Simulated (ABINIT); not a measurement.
An input for ABINIT 10.8.3 (WS2 (Tungstenite)):

```
acell 3*1.0 Angstrom
rprim 
  3.153199999992 0.000000000002 0.000000000000
  -1.576599999998 2.730751303206 0.000000000000
  0.000000000000 0.000000000000 12.323000000000
ntypat 2
znucl 74 16
natom 6
typat 1 1 2 2 2 2
xred 
  0.333333333333 0.666666666667 0.250000000000
  0.666666666667 0.333333333333 0.750000000000
  0.333333333333 0.666666666667 0.622500000000
  0.666666666667 0.333333333333 0.122500000000
  0.333333333333 0.666666666667 0.877500000000
  0.666666666667 0.333333333333 0.377500000000
pp_dirpath "pseudos"
pseudos "W.upf, S.upf"
ecut 31
ngkpt 6 6 1
nshiftk 1
shiftk 0 0 0
kptopt 1
chksymbreak 0
istwfk *1
occopt 1
irdwfk 1
optdriver 4
nband 106
gwcalctyp 0
ecutsigx 31
symsigma 1
nkptgw 3
kptgw 
  0.0000000000 0.0000000000 0.0000000000
  0.1666666667 0.1666666667 0.0000000000
  0.3333333333 0.3333333333 0.0000000000
bdgw 
  25 28
  25 28
  25 28
ecuteps 5.6
irdscr 1
ppmodel 1
indata_prefix "in"
outdata_prefix "out"
tmpdata_prefix "tmp"
```

```sh
OMP_NUM_THREADS=1 mpirun -n 8 abinit run.abi > log
```

Question: Estimate wall time and host memory on 8 MPI ranks of Arm Neoverse V1, shared host.

It took 26 s; on shared hardware allow 13 s to 52 s. Peak host memory was 2.0 GiB.

[Paths, hosts, dates, memory and timing lines, banners, echoed tables and standing remarks are left out of the program output.]

[Logs are printed without paths, hosts, clocks, repeated set-up lines and the standing remarks that a program may print on its own settings, such as how far it seeks lower states.]

[Runs of the session that timed out or met a known fault of the program may be left out.]

[Hosts, paths, dates, database ids (printed as entryN), source tags and the programs' standing remarks are cut or masked in the printed files.]

[G0W0 gaps are taken among the corrected bands and points alone; a level outside them can change the order at an edge.]

[Where Ansatz stands beside ABINIT at settings called matched, ABINIT's density can come from a denser mesh and the files from another edition; pairs whose starting gaps differed by over 0.03 eV were left out, so agreement reads better than it is.]
